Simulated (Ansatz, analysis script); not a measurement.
# Zigzag Ti chain, bond 2.823 Å: non-collinear orders

Aim: rank collinear and non-collinear patterns of moments in one cell of a zigzag Ti chain, bond 2.823 Å.

Method: PBE, PAW set soft_2, in Ansatz 0.2.0.

## (1) The starting structure

The cell holds 4 atoms: 4 Ti. Its edges and angles: a = 12.000 Å, b = 12.000 Å, c = 6.775 Å, α = 90.0°, β = 90.0°, γ = 90.0°. It derives from Ti. An idealised lattice of chosen spacing, in vacuum. Vacuum lies along a and b. The structure's axis is c.

## (2) Starting state

First a free collinear run, to see which state the typed moments lead to.

Input file input.yaml:

```yaml
crystal:
  lattice:
    - [12.0, 0.0, 0.0]
    - [0.0, 12.0, 0.0]
    - [0.0, 0.0, 6.7752]
  atoms:
    - { symbol: Ti, position: [0.4059, 0.5, 0.0], spin: 1.0 }
    - { symbol: Ti, position: [0.4059, 0.5, 0.5], spin: 1.0 }
    - { symbol: Ti, position: [0.5941, 0.5, 0.25], spin: 1.0 }
    - { symbol: Ti, position: [0.5941, 0.5, 0.75], spin: 1.0 }
magnetization:
  spin_polarized: true
kpoints:
  mp_grid: { grid: [1, 1, 3] }
hamiltonian:
  xc: pbe
scf:
  occupations: { method: fermi_dirac, width: 0.1 }
  max_iter: 120
  convergence: { dr2_threshold: 1.0e-08 }
output:
  write_density: true
  write_potential: true
  elf: true
  volumetric_format: npy
```

Run with:

```console
ansatz run input.yaml --threads 4 --pin off --max-ram 8192MiB --backend cpu --events-out ev --progress --plain --runs-dir out
```

Numbers of over 12 decimals in the logs are rounded to 6 here.

What it wrote:

```text
Engine: ansatz 0.2.0, x86_64-unknown-linux-gnu
Pseudopotentials: kind: paw
Pseudopotential: Ti, paw, valence charge 12, recommended cutoff 420 eV (normal), Ti.paw.azcp
Functional definition: PBE
  parameter kappa = 0.804
  parameter beta = 0.066725
  exchange = pbe_x(kappa = kappa, mu = beta*pi^2/3)
  correlation = pbe_c(beta = beta)
Crystal: 4 atoms, lattice volume = 975.629 Å³
Basis set: ecut = 420 eV, 19031 PW (Γ)
Bands: 32, of which v1, the nominal top of the filled ones, is band 24 counted from 1 (23 counted from 0)
Symmetry: 16 space group operations
Space group: Pmma (ITA 51), of the structure as read, at distance tolerance 9.9e-5 Å
Magnetic group: BNS 51.289 (UNI 387), of the structure as read, at distance tolerance 9.9e-5 Å
k-points: 2 of 3
Non-local potential: Ti, projectors of the file, l = 0: 3, l = 1: 2, l = 2: 3, l = 3: 1
PAW form: soft (Blöchl's): semilocal exchange-correlation on the pseudo side does not see the compensation charge
PAW one-centre angular grid: Ti, 590 points (default); XC on 64 Gauss nodes
Initial density: superposition of atomic densities (neutral atoms: chi_scale 0, normalization atom)
Starting moments: Σ|m| = 4 μB on 4 of 4 sites
Initial wavefunctions: pseudopotential atomic-orbital guess
Functional: x = pbe(κ = 0.804, μ = 0.219515), c = pbe(β = 0.066725)
SCF iter   1: F=—  HF=-9988.264381 eV  |F-HF|=—  |Δ(HF+E_count)|=         —  Δρ=1.27e-2 (↑9.32e-3 ↓1.27e-2)  dr2=1.53e1  dr2_m=2.57e-1  M=2.642 μB ∫|m|=2.647 μB  β_m=0.30  ethr=3.10e-3  ⟨swp⟩=8.2  Hψ=633  notcnv=0
Mixer restart at iter 1: flushing history
preconditioner: auto → LDOS  [metal: Δε(μ)=0.140 eV  Ē_g=2.025 eV  σ=0.100 eV  W_gap=0.33  n_scr=70 (ndim 8)  ℏωp=4.8 eV  f_vac=0.717  D(μ)=9.79/eV (n_scr^D=38)]
spin=Collinear: LDOS preconditioning applied to the charge; magnetization (m = ρ↑ − ρ↓) channel mixes plain (no charge-response kernel on spin).
SCF iter   2: F=—  HF=-9986.847727 eV  |F-HF|=—  |Δ(HF+E_count)|=    1.42e0  Δρ=7.94e-3 (↑6.40e-3 ↓7.94e-3)  dr2=5.29e0  dr2_m=1.42e-1  M=2.735 μB ∫|m|=2.736 μB  β_m=0.51  ethr=3.10e-3  ⟨swp⟩=3.0  Hψ=234  notcnv=0
SCF iter   3: F=—  HF=-9986.289891 eV  |F-HF|=—  |Δ(HF+E_count)|=   5.58e-1  Δρ=3.95e-3 (↑2.82e-3 ↓3.95e-3)  dr2=3.40e-1  dr2_m=6.72e-2  M=4.201 μB ∫|m|=4.201 μB  β_m=0.54  ethr=3.10e-3  ⟨swp⟩=7.2  Hψ=1078  notcnv=0
automatic band count: the SCF goes on with 38 bands, as 32 were too few: the levels above may hold too much charge
SCF iter   4: F=—  HF=-9986.374057 eV  |F-HF|=—  |Δ(HF+E_count)|=   8.42e-2  Δρ=3.04e-3 (↑2.73e-3 ↓3.04e-3)  dr2=7.22e-2  dr2_m=6.23e-2  M=4.768 μB ∫|m|=4.769 μB  β_m=0.77  ethr=7.09e-4  ⟨swp⟩=2.2  Hψ=248  notcnv=0
SCF iter   5: F=—  HF=-9986.649003 eV  |F-HF|=—  |Δ(HF+E_count)|=         —  Δρ=7.79e-3 (↑7.79e-3 ↓7.16e-3)  dr2=8.93e-2  dr2_m=4.81e-1  M=7.123 μB ∫|m|=7.124 μB  β_m=1.00  ethr=1.50e-4  ⟨swp⟩=2.0  Hψ=216  notcnv=0  κ⁻¹=2.6e-3(r=3)
SCF iter   6: F=—  HF=-9986.556419 eV  |F-HF|=—  |Δ(HF+E_count)|=   9.26e-2  Δρ=3.93e-3 (↑2.37e-3 ↓3.93e-3)  dr2=9.63e-2  dr2_m=7.22e-2  M=7.439 μB ∫|m|=7.439 μB  β_m=0.77  ethr=1.04e-4  ⟨swp⟩=2.5  Hψ=350  notcnv=0
SCF iter   7: F=—  HF=-9986.673891 eV  |F-HF|=—  |Δ(HF+E_count)|=   1.17e-1  Δρ=4.57e-3 (↑4.57e-3 ↓3.38e-3)  dr2=1.85e-1  dr2_m=1.26e-1  M=8.634 μB ∫|m|=8.635 μB  β_m=0.62  ethr=1.04e-4  ⟨swp⟩=2.2  Hψ=300  notcnv=0
SCF iter   8: F=—  HF=-9986.635776 eV  |F-HF|=—  |Δ(HF+E_count)|=   3.81e-2  Δρ=1.54e-3 (↑1.14e-3 ↓1.54e-3)  dr2=3.35e-2  dr2_m=8.20e-3  M=8.719 μB ∫|m|=8.720 μB  β_m=0.75  ethr=1.04e-4  ⟨swp⟩=2.0  Hψ=297  notcnv=0
SCF iter   9: F=—  HF=-9986.641897 eV  |F-HF|=—  |Δ(HF+E_count)|=   6.12e-3  Δρ=4.33e-4 (↑4.33e-4 ↓4.24e-4)  dr2=1.12e-2  dr2_m=7.42e-4  M=9.129 μB ∫|m|=9.129 μB  β_m=0.87  ethr=6.97e-5  ⟨swp⟩=2.2  Hψ=238  notcnv=0
SCF iter  10: F=—  HF=-9986.642913 eV  |F-HF|=—  |Δ(HF+E_count)|=   1.02e-3  Δρ=3.57e-4 (↑3.57e-4 ↓3.35e-4)  dr2=3.86e-4  dr2_m=8.92e-4  M=9.104 μB ∫|m|=9.104 μB  β_m=0.94  ethr=2.34e-5  ⟨swp⟩=2.0  Hψ=186  notcnv=0
SCF iter  11: F=—  HF=-9986.644524 eV  |F-HF|=—  |Δ(HF+E_count)|=   1.61e-3  Δρ=1.75e-4 (↑1.46e-4 ↓1.75e-4)  dr2=7.59e-4  dr2_m=1.87e-4  M=9.265 μB ∫|m|=9.265 μB  β_m=0.92  ethr=8.04e-7  ⟨swp⟩=3.0  Hψ=309  notcnv=0
SCF iter  12: F=—  HF=-9986.644529 eV  |F-HF|=—  |Δ(HF+E_count)|=   4.92e-6  Δρ=5.80e-5 (↑5.80e-5 ↓4.82e-5)  dr2=1.26e-4  dr2_m=1.52e-5  M=9.241 μB ∫|m|=9.242 μB  β_m=0.96  ethr=8.04e-7  ⟨swp⟩=2.0  Hψ=188  notcnv=0
SCF iter  13: F=—  HF=-9986.644525 eV  |F-HF|=—  |Δ(HF+E_count)|=   4.37e-6  Δρ=2.31e-5 (↑2.07e-5 ↓2.31e-5)  dr2=1.40e-5  dr2_m=2.65e-6  M=9.262 μB ∫|m|=9.263 μB  β_m=0.98  ethr=2.62e-7  ⟨swp⟩=2.0  Hψ=183  notcnv=0
SCF iter  14: F=—  HF=-9986.644531 eV  |F-HF|=—  |Δ(HF+E_count)|=   5.88e-6  Δρ=1.54e-5 (↑1.54e-5 ↓7.90e-6)  dr2=2.89e-6  dr2_m=9.09e-7  M=9.269 μB ∫|m|=9.269 μB  β_m=0.99  ethr=2.91e-8  ⟨swp⟩=2.5  Hψ=253  notcnv=0
SCF iter  15: F=—  HF=-9986.644532 eV  |F-HF|=—  |Δ(HF+E_count)|=   7.59e-7  Δρ=4.36e-6 (↑3.45e-6 ↓4.36e-6)  dr2=9.77e-8  dr2_m=1.17e-7  M=9.267 μB ∫|m|=9.268 μB  β_m=0.99  ethr=6.02e-9  ⟨swp⟩=2.5  Hψ=250  notcnv=0
SCF iter  16: F=—  HF=-9986.644532 eV  |F-HF|=—  |Δ(HF+E_count)|=   1.51e-7  Δρ=1.13e-6 (↑1.13e-6 ↓7.52e-7)  dr2=1.65e-8  dr2_m=4.80e-9  M=9.268 μB ∫|m|=9.269 μB  β_m=0.96  ethr=2.04e-10  ⟨swp⟩=2.5  Hψ=283  notcnv=0
SCF iter  17: F=-9986.644532 eV  HF=-9986.644532 eV  |F-HF|=1.67e-9  |Δ(HF+E_count)|=   8.92e-9  Δρ=2.66e-7 (↑2.38e-7 ↓2.66e-7)  dr2=7.87e-10  dr2_m=3.24e-10  M=9.268 μB ∫|m|=9.269 μB  ethr=2.08e-11  ⟨swp⟩=1.5  Hψ=505  notcnv=0
SCF 1 converged in 17 iterations: F = -9986.644532 eV  dr2 = 7.87e-10
  greatest PAW one-centre occupation: 0.999 electrons in one spin orbital (limit 2), on the Ti atom at site 3 (counted from 0), in its partial waves of l = 0
the search or the solves at the SCF's close seem to have found levels that the self-consistency loop had missed (the run counts 1). By its estimate they hold 3.04e-10 electrons. The energies and the density leave them out; if the run goes on with those levels, later outputs use occupations computed again with them
WARN: The output density's exchange-correlation potential varies sharply where the density is thin. Do not read a vacuum level from v_tot or v_xc, or from such a field of the output density. On a cell that repeats whose density bears no net charge and no dipole along the vacuum's axis use v_es (v_loc + v_h of the components); under efield.dipole_correction with no amplitude use v_es + v_field, which holds any externa [...]
SCF converged after 17 iterations
Magnetization: 9.2681 μB (28.6340 up, 19.3660 down)
Absolute magnetization: 9.2687 μB (∫|ρ↑−ρ↓|, with the PAW one-centre terms)
Spin contamination: 0.0168 ħ² per cell (⟨S²⟩ above its minimum at these occupations)
Per-site moments (μB) at R_I (Å): [(1.565659, 1.164487), (1.565659, 1.164487), (1.565659, 1.164487), (1.565659, 1.164487)]
Free energy (F): -9986.644532 eV
Harris-Foulkes:  -9986.644532 eV  (|F-HF|=1.67e-9)
Internal energy: -9986.239359 eV  (E = F + TS)
E sigma→0 (E₀):  -9986.441945 eV
Entropy (-TS):   -0.405173 eV (-101.293 meV/atom)
Fermi energy:    -1.917810 eV
--- Per-component energies (eV) ---
  E_band       = -1367.770544
  E_kinetic    = 1072.889241
  E_local      = -12903.775282  (includes V_loc(G=0)·N_el)
  E_nonlocal   = 49.697811
  E_hartree    = 5787.007981
  E_xc         = -374.734403
  E_vxc        = -467.229587  (∫ρ·V_xc dr)
  E_paw        = -4197.052179  (= ΣΔE_a)
  E_vpaw       = -693.369868  (= ΣTr[D̂ρ^β])
  E_aug_tail   = 0.000499  (compensation charges beyond the density's cutoff)
  E_ewald      = 579.726972
  E_smearing   = -0.405173  (= −TS)
  E_closure    = -0.000000  (closes the sum)
  Σ components = -9986.644532   (vs F -9986.644532, Δ=0.00e0)
--- Band table (eV) ---
  k-point 0 ↑: bands = [... 20 lower, -2.9044, -2.8751, -2.8751, -2.6449, -2.3404, -2.2848, -1.9948, -1.9948, ... 10 higher]
  k-point 1 ↑: bands = [... 20 lower, -2.9163, -2.8931, -2.8241, -2.6076, -2.5193, -2.3533, -2.3482, -2.1475, ... 10 higher]
  k-point 0 ↓: bands = [... 20 lower, -1.4498, -1.4498, -1.4256, -1.3754, -1.1446, -0.7635, -0.7635, -0.7299, ... 10 higher]
  k-point 1 ↓: bands = [... 20 lower, -1.5542, -1.4756, -1.4258, -1.3692, -1.1914, -0.9931, -0.9120, -0.7596, ... 10 higher]
```

It took 7.1 s on 4 threads of Intel Xeon Platinum 8488C (Sapphire Rapids), shared host; peak memory 1.2 GiB; 21 s of CPU time.

Spin moment in the atom's sphere by atom:

| atom | spin moment in the atom's sphere (μB) |
| --- | --- |
| Ti1 | 1.57 |
| Ti2 | 1.57 |
| Ti3 | 1.57 |
| Ti4 | 1.57 |

Tables count atoms from 1; parts of the log count from 0.

The run ends ferromagnetic, with a net moment of 9.27 μB a cell. Only this order was typed.

Spin density in the ca plane at fractional y = 0.500, with atoms of Ti within 0.2 Å of it.

Ten even steps from '_' (0.0 e/Å³) to '@' (1.2 e/Å³), each cell a mean:
```
______________________________________
______________________________________
______________________________________
______________________________________
______________________________________
______________________________________
______________________________________
______________________________________
______::====::__________..--==--..____
______--%%@@--__________..**@@**..____
______::====::__________..--==--..____
______________________________________
....____________........__________....
##==..________..==##**::__________::**
%%==..________..==%%**::__________::**
....____________........__________....
______________________________________
______________________________________
______________________________________
______________________________________
______________________________________
______________________________________
______________________________________
______________________________________
```
Columns run along c (6.8 Å), rows up along a (12.0 Å). Atoms in or near the plane, at fractional coordinates: Ti at (0.00, 0.41), Ti at (0.50, 0.41), Ti at (0.25, 0.59), Ti at (0.75, 0.59).

Valence density in the ca plane at fractional y = 0.500, with atoms of Ti within 0.2 Å of it. It is the smooth field of the valence electrons, not physical close to the nuclei.

Ten steps, logarithmic in the rise over the least value, from '_' (0.00 × 1e0 e/Å³) to '@' (9.86 × 1e0 e/Å³), each cell a mean:
```
______________________________________
______________________________________
______________________________________
______________________________________
______________________________________
______________________________________
______________________________________
......::----::............::--::......
....--**%%%%**--......::==##%%##++::..
..::==%%@@@@%%==::..::--**@@@@@@**--::
::::--**%%%%**--::::::::++##%%##++::::
::::::--====--::::::::::::--==--::::::
**++--::::::::--==**++==::::::::::==++
@@%%++::::::::++%%@@@@##--::::::--**@@
@@%%++::....::++%%@@@@##--::..::--##@@
**++--........--++****==::......::==**
......________............______......
______________________________________
______________________________________
______________________________________
______________________________________
______________________________________
______________________________________
______________________________________
```
Columns run along c (6.8 Å), rows up along a (12.0 Å). Atoms in or near the plane, at fractional coordinates: Ti at (0.00, 0.41), Ti at (0.50, 0.41), Ti at (0.25, 0.59), Ti at (0.75, 0.59).

ELF in the ca plane at fractional y = 0.500, with atoms of Ti within 0.2 Å of it. It is the smooth field of the valence electrons, not physical close to the nuclei.

Values, 13 rows by 16 columns, each cell a mean:
```
0.00 0.00 0.00 0.00 0.00 0.00 0.00 0.00 0.00 0.00 0.00 0.00 0.00 0.00 0.00 0.00
0.09 0.07 0.05 0.04 0.03 0.04 0.06 0.08 0.09 0.07 0.05 0.04 0.03 0.04 0.06 0.08
0.38 0.31 0.20 0.13 0.12 0.16 0.26 0.36 0.38 0.31 0.20 0.13 0.12 0.16 0.26 0.36
0.65 0.47 0.23 0.12 0.10 0.16 0.34 0.59 0.65 0.47 0.23 0.12 0.10 0.16 0.34 0.59
0.58 0.25 0.32 0.47 0.45 0.44 0.21 0.43 0.58 0.25 0.32 0.47 0.45 0.44 0.21 0.43
0.61 0.28 0.40 0.46 0.35 0.51 0.26 0.46 0.61 0.28 0.40 0.46 0.35 0.51 0.26 0.46
0.39 0.34 0.31 0.39 0.41 0.34 0.31 0.37 0.39 0.34 0.31 0.39 0.41 0.34 0.31 0.37
0.29 0.57 0.26 0.42 0.57 0.24 0.45 0.46 0.29 0.57 0.26 0.42 0.57 0.24 0.45 0.46
0.41 0.33 0.22 0.48 0.60 0.30 0.25 0.40 0.41 0.33 0.22 0.48 0.60 0.30 0.25 0.40
0.11 0.18 0.37 0.57 0.62 0.47 0.26 0.13 0.11 0.18 0.37 0.57 0.62 0.47 0.26 0.13
0.10 0.13 0.21 0.28 0.30 0.24 0.17 0.11 0.10 0.13 0.21 0.28 0.30 0.24 0.17 0.11
0.02 0.03 0.04 0.05 0.05 0.04 0.03 0.02 0.02 0.03 0.04 0.05 0.05 0.04 0.03 0.02
0.00 0.00 0.00 0.00 0.00 0.00 0.00 0.00 0.00 0.00 0.00 0.00 0.00 0.00 0.00 0.00
```
Columns run along c (6.8 Å), rows up along a (12.0 Å). Atoms in or near the plane, at fractional coordinates: Ti at (0.00, 0.41), Ti at (0.50, 0.41), Ti at (0.25, 0.59), Ti at (0.75, 0.59).

Signs and angles in the names of the patterns follow the order of the magnetic atoms in the input, which need not be their order in space.

## (3) Start: ferro

The parallel pattern comes first.

input.yaml, the sections that differ from step 2:

```yaml
crystal:
  lattice:
    - [12.0, 0.0, 0.0]
    - [0.0, 12.0, 0.0]
    - [0.0, 0.0, 6.7752]
  atoms:
    - { symbol: Ti, position: [0.4059, 0.5, 0.0], spin: 1.57, spin_axis: [0.0, 0.0, 1.0] }
    - { symbol: Ti, position: [0.4059, 0.5, 0.5], spin: 1.57, spin_axis: [0.0, 0.0, 1.0] }
    - { symbol: Ti, position: [0.5941, 0.5, 0.25], spin: 1.57, spin_axis: [0.0, 0.0, 1.0] }
    - { symbol: Ti, position: [0.5941, 0.5, 0.75], spin: 1.57, spin_axis: [0.0, 0.0, 1.0] }
basis:
  ecutwfc: 420.0
magnetization:
  noncollinear: true
# kpoints, hamiltonian, scf: as in step 2
# output: removed
```

Run with:

```console
ansatz run input.yaml --threads 2 --pin off --max-ram 4096MiB --backend cpu --events-out ev --progress --plain --runs-dir out
```

What it wrote:

```text
[...]
this run first makes a single point of its starting geometry on two collinear spin channels, or without spin where it has no moments, for its own SCFs to start from. `scf.lower_state_search: off` leaves that single point out
Crystal: 4 atoms, lattice volume = 975.629 Å³
Basis set: ecut = 420 eV, 19031 PW (Γ)
Bands: 33, of which v1, the nominal top of the filled ones, is band 24 counted from 1 (23 counted from 0)
Symmetry: 16 space group operations
[...]
k-points: 2 of 3
[...]
Starting moments: Σ|m| = 6.28 μB on 4 of 4 sites
[...]
SCF iter   1: F=—  HF=-9988.434456 eV  |F-HF|=—  |Δ(HF+E_count)|=         —  Δρ=1.70e-2 (↑1.13e-2 ↓1.70e-2)  dr2=1.52e1  dr2_m=1.03e0  M=3.369 μB ∫|m|=3.382 μB  β_m=0.30  ethr=3.10e-3  ⟨swp⟩=1.0  Hψ=757  notcnv=0
[...]
SCF iter  16: F=-9986.642415 eV  HF=-9986.642415 eV  |F-HF|=3.64e-11  |Δ(HF+E_count)|=   4.18e-9  Δρ=9.09e-8 (↑9.09e-8 ↓8.87e-8)  dr2=3.04e-10  dr2_m=2.26e-11  M=9.233 μB ∫|m|=9.234 μB  ethr=5.32e-12  ⟨swp⟩=1.0  Hψ=453  notcnv=0
SCF 1 converged in 16 iterations: F = -9986.642415 eV  dr2 = 3.04e-10
[...]
this run first made a single point of its starting geometry. This run's own SCFs start from that state's density, with starting moments (1.56, 1.56, 1.56, 1.56 Bohr magnetons, atom by atom).
Bands: 58, of which v1, the nominal top of the filled ones, is band 48 counted from 1 (47 counted from 0)
Symmetry: 16 space group operations + 16 with time reversal
Moments: of one size on atoms that these operations exchange, one fixing the others by the rotation that the starting moments gave each, and all in one plane where the starting moments lie in one or along one axis (crystal.symmetry.detect: false holds none)
[...]
Stability of the state it starts from, as read at its close in the collinear treatment: not read negative (Ritz values of 1 − χ₀K, real part plus size of imaginary part, from 0.37 to 0.43, by its mixing steps under the symmetry group of the SCF that read it); its run was given moments
Starting moments: Σ|m| = 6.28 μB on 4 of 4 sites; this step starts from the density that it was given
iter 1 solved again at ethr=6.51e-7 eV; its pass at ethr=3.10e-3 eV (dr2=3.12e-4 eV) is discarded
[...]
SCF iter   9: F=-9986.644532 eV  HF=-9986.644532 eV  |F-HF|=1.22e-10  |Δ(HF+E_count)|=   6.05e-9  Δρ=3.83e-7  dr2=6.70e-10  dr2_m=3.22e-10  ethr=2.08e-11  |M|=9.27e0 ∫|m|=9.27e0 μB  |m|>n=1.1e-2 m-floor=0.0e0 τ_xc=0.0e0  ⟨swp⟩=3.0  Hψ=264  notcnv=0
SCF 2 converged in 9 iterations: F = -9986.644532 eV  dr2 = 6.70e-10
SCF converged after 9 iterations
Stability not checked: this state was not tested for a lower state beside it, because this non-collinear magnet's GGA is evaluated by the locally collinear projection, under which the energy is not smooth in the magnetisation (locally_collinear_gga; see scf.lower_state_search)
Magnetization: |M| = 9.2682 μB,  M = (+0.0000, +0.0000, +9.2682) μB
Absolute magnetization: 9.2688 μB (∫|m|, with the PAW one-centre terms)
Moment direction: held on its axis by an average over the rotations of spin about it
  site 0: m = (+0.0000, +0.0000, +1.5657) μB, |m| = 1.5657 μB  (R = 1.16 Å)
  site 1: m = (+0.0000, +0.0000, +1.5657) μB, |m| = 1.5657 μB  (R = 1.16 Å)
  site 2: m = (+0.0000, +0.0000, +1.5657) μB, |m| = 1.5657 μB  (R = 1.16 Å)
  site 3: m = (+0.0000, +0.0000, +1.5657) μB, |m| = 1.5657 μB  (R = 1.16 Å)
Free energy (F): -9986.644532 eV
[...]
Internal energy: -9986.239348 eV  (E = F + TS)
E sigma→0 (E₀):  -9986.441940 eV
Entropy (-TS):   -0.405184 eV (-101.296 meV/atom)
Fermi energy:    -1.917809 eV
[...]
```

The job ended after 32 s (2 threads; peak memory 1.8 GiB).

It ends ferromagnetic; the largest site carries 1.57 μB.

Spin moment in the atom's sphere by atom:

| atom | x (μB) | y (μB) | z (μB) | size |
| --- | --- | --- | --- | --- |
| Ti1 | 0.00 | 0.00 | 1.57 | 1.57 |
| Ti2 | 0.00 | 0.00 | 1.57 | 1.57 |
| Ti3 | 0.00 | 0.00 | 1.57 | 1.57 |
| Ti4 | 0.00 | 0.00 | 1.57 | 1.57 |

(Part 1 of 2 ends here.)

[Logs and program files are shortened in this print: banners, set-up blocks, solver, clock and traceback lines can be left out without a mark of their own.]

[Logs are printed without paths, hosts, clocks, repeated set-up lines and the standing remarks that a program may print on its own settings, such as how far it seeks lower states.]

[Hosts, paths, dates, database ids (printed as entryN), source tags and the programs' standing remarks are cut or masked in the printed files.]
